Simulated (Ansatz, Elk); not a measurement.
# Bonding as seen by X-rays: NaHI2, part 2 of 2

Structure refinements treat a crystal as free atoms side by side. For a made-up structure of NaHI2 (cell and positions from a PBE relaxation) the runs below show what the calculated density changes in F(hkl).

Elk 11.2.3 (patched build); all-electron DFT.

So far: The structure; Ground state and structure factors; The highest occupied states alone.

The structure was built from a prototype and need not be the compound's stable phase.

### Step 4. Another functional

Level of this step: DFT, LDA (Perdew-Wang), all-electron APW+lo, Dirac cores, scalar-relativistic bands, static density, no spin (Elk).

The difference from free atoms is small, so it is set against the change that LDA (Perdew-Wang) makes.

File elk.in:

```
tasks
  0
  195

xctype
  3

spinpol
  .false.

rgkmax
  7.0

gmaxvr
  14.0

lmaxo
  7

lmaxapw
  8

swidth
  0.002

tshift
  .false.

ramdisk
  .false.

hmaxvr
  5.5

maxscl
  120

epspot
  1e-06

sppath
  './'

avec
  4.67406715178 2.69857392794 13.36078512949
  -4.67406715178 2.69857392794 13.36078512949
  0.00000000000 -5.39714785693 13.36078512927

atoms
  3
  'I.in'
  2
  0.5904623025 0.5904623025 0.5904623025   0.000000 0.000000 0.000000
  0.4095376975 0.4095376975 0.4095376975   0.000000 0.000000 0.000000
  'Na.in'
  1
  0.0000000000 0.0000000000 0.0000000000   0.000000 0.000000 0.000000
  'H.in'
  1
  0.5000000000 0.5000000000 0.5000000000   0.000000 0.000000 0.000000

ngridk
  5 5 5
```

The run is started by

```console
$ OMP_NUM_THREADS=4 elk
```

Numbers of over 12 decimals in the logs are rounded to 6 here.

Log:

```text
┌─────────────────────────┐
│ Elk code version 11.2.3 │
└─────────────────────────┘

All units are atomic (Hartree, Bohr, etc.)

┌─────────────────────────────────────────────────┐
│ Ground-state run starting from atomic densities │
└─────────────────────────────────────────────────┘

Lattice vectors :
   4.674067152       2.698573928       13.36078513
  -4.674067152       2.698573928       13.36078513
   0.000000000      -5.397147857       13.36078513

Reciprocal lattice vectors :
  0.6721325457      0.3880559062      0.1567568883
[...]
atom 2                    :    50.06388465     (  0.1035298353E-02)
  species : 2 (Na)
   atom 1                    :    10.00797886     ( -0.1555072447E-05)
  species : 3 (H)
   atom 1                    :   0.5498618507     (   0.000000000    )
 total in muffin-tins        :    110.6856100
 total calculated charge     :    117.9973709
 total charge                :    118.0000000
 error                       :   0.2629080186E-02

┌──────────────────────────────┐
│ Self-consistent loop stopped │
└──────────────────────────────┘

Warning : core states of species 1 leak from the muffin-tin :   0.1035298353E-02

Wrote STATE.OUT
[key lines of the parts left out:]
total energy                :     -14388.953635628
```

Run time: 53 s. Hardware: 4 threads of Arm Neoverse N1, shared host; peak memory 0.28 GiB; 2.2 min of CPU time.

Against the first run R = 0.03 %; the largest change is +0.046 at 116.

### Step 5. Basis size

The basis and the expansions that go with it are enlarged, to see whether the differences are converged.

elk.in, as its differences from that of step 4:

```diff
@@ -5,3 +5,3 @@
 xctype
-  3
+  20
 
@@ -11,12 +11,12 @@
 rgkmax
-  7.0
+  8.5
 
 gmaxvr
-  14.0
+  18.0
 
 lmaxo
-  7
+  9
 
 lmaxapw
-  8
+  10
```

The run is started by

```console
$ OMP_NUM_THREADS=4 elk
```

Log:

```text
┌─────────────────────────┐
│ Elk code version 11.2.3 │
└─────────────────────────┘

All units are atomic (Hartree, Bohr, etc.)

┌─────────────────────────────────────────────────┐
│ Ground-state run starting from atomic densities │
└─────────────────────────────────────────────────┘

Lattice vectors :
   4.674067152       2.698573928       13.36078513
  -4.674067152       2.698573928       13.36078513
   0.000000000      -5.397147857       13.36078513

Reciprocal lattice vectors :
  0.6721325457      0.3880559062      0.1567568883
[...]
atom 2                    :    50.05724975     (  0.1022361804E-02)
  species : 2 (Na)
   atom 1                    :    10.00646306     ( -0.9715865401E-07)
  species : 3 (H)
   atom 1                    :   0.5695321018     (   0.000000000    )
 total in muffin-tins        :    110.6904947
 total calculated charge     :    117.9981590
 total charge                :    118.0000000
 error                       :   0.1840968294E-02

┌──────────────────────────────┐
│ Self-consistent loop stopped │
└──────────────────────────────┘

Warning : core states of species 1 leak from the muffin-tin :   0.1022361804E-02

Wrote STATE.OUT
[key lines of the parts left out:]
total energy                :     -14401.244158570
```

Run time: 4.1 min. Hardware: 4 threads; peak memory 0.79 GiB.

Against the first run R = 0.00 %; the largest change is +0.004 at 3 0 21.

### Step 6. A coarser k-mesh

About half the k-points along each axis test the sampling.

elk.in, as its differences from that of step 5:

```diff
@@ -11,12 +11,12 @@
 rgkmax
-  8.5
+  7.0
 
 gmaxvr
-  18.0
+  14.0
 
 lmaxo
-  9
+  7
 
 lmaxapw
-  10
+  8
 
@@ -62,2 +62,2 @@
 ngridk
-  5 5 5
+  2 2 2
```

The run is started by

```console
$ OMP_NUM_THREADS=4 elk
```

Log:

```text
┌─────────────────────────┐
│ Elk code version 11.2.3 │
└─────────────────────────┘

All units are atomic (Hartree, Bohr, etc.)

┌─────────────────────────────────────────────────┐
│ Ground-state run starting from atomic densities │
└─────────────────────────────────────────────────┘

Lattice vectors :
   4.674067152       2.698573928       13.36078513
  -4.674067152       2.698573928       13.36078513
   0.000000000      -5.397147857       13.36078513

Reciprocal lattice vectors :
  0.6721325457      0.3880559062      0.1567568883
[...]
atom 2                    :    50.06481872     (  0.1023511498E-02)
  species : 2 (Na)
   atom 1                    :    10.00360819     ( -0.9715865490E-07)
  species : 3 (H)
   atom 1                    :   0.5672946842     (   0.000000000    )
 total in muffin-tins        :    110.7005403
 total calculated charge     :    117.9973750
 total charge                :    118.0000000
 error                       :   0.2624999531E-02

┌──────────────────────────────┐
│ Self-consistent loop stopped │
└──────────────────────────────┘

Warning : core states of species 1 leak from the muffin-tin :   0.1023511498E-02

Wrote STATE.OUT
[key lines of the parts left out:]
total energy                :     -14401.232060857
```

Run time: 55 s. Hardware: 4 threads; peak memory 0.3 GiB; 84 s of CPU time.

Against the first run R = 0.00 %; the largest change is +0.025 at 101.

### Step 7. Settings against the effect

| run | R against the first run (%) | R against neutral atoms, low angle (%) | wall time |
| --- | --- | --- | --- |
| PBE, rgkmax 7 | 0.00 | 0.14 | 82 s |
| LDA (Perdew-Wang) | 0.03 | 0.14 | 53 s |
| rgkmax 8.5 with larger expansions | 0.00 | 0.14 | 4.1 min |
| k-mesh 2×2×2 | 0.00 | 0.15 | 55 s |

### Step 8. Results

```json
{
  "R against neutral atoms, sin θ/λ < 0.3 Å⁻¹": "0.14 %",
  "R against neutral atoms, 0.3 to 0.63 Å⁻¹": "0.12 %"
}
```

Independent neutral atoms miss the calculated amplitudes by R = 0.14 % below 0.3 Å⁻¹ and 0.12 % from there to 0.63 Å⁻¹; by shells, 0.23 % below 0.15 Å⁻¹ (4 forms), 0.13 % 0.15 to 0.3 (17 forms), 0.11 % 0.3 to 0.45 (37 forms), 0.12 % above 0.45 (91 forms). Bonding, aspherical density and the tables' own atoms all enter these figures, and the runs don't part them. The largest change of an amplitude is +0.37 electrons, at 006. The window's part falls from 12.0 electrons at the origin to at most 0.29 between 0.45 and 0.63 Å⁻¹. Below 0.3 Å⁻¹ the changes that finished (LDA (Perdew-Wang), rgkmax 8.5 with larger expansions and k-mesh 2×2×2) move F by R = 0.03 % at most, against the 0.14 % that separates it from free atoms. Part of the difference isn't bonding: the tables are fits to free atoms and ions calculated by other methods than this functional. Thermal motion, anomalous dispersion and extinction are left out.

[Logs are printed without paths, hosts, clocks, repeated set-up lines and the standing remarks that a program may print on its own settings, such as how far it seeks lower states.]

[Hosts, paths, dates, database ids (printed as entryN), source tags and the programs' standing remarks are cut or masked in the printed files.]
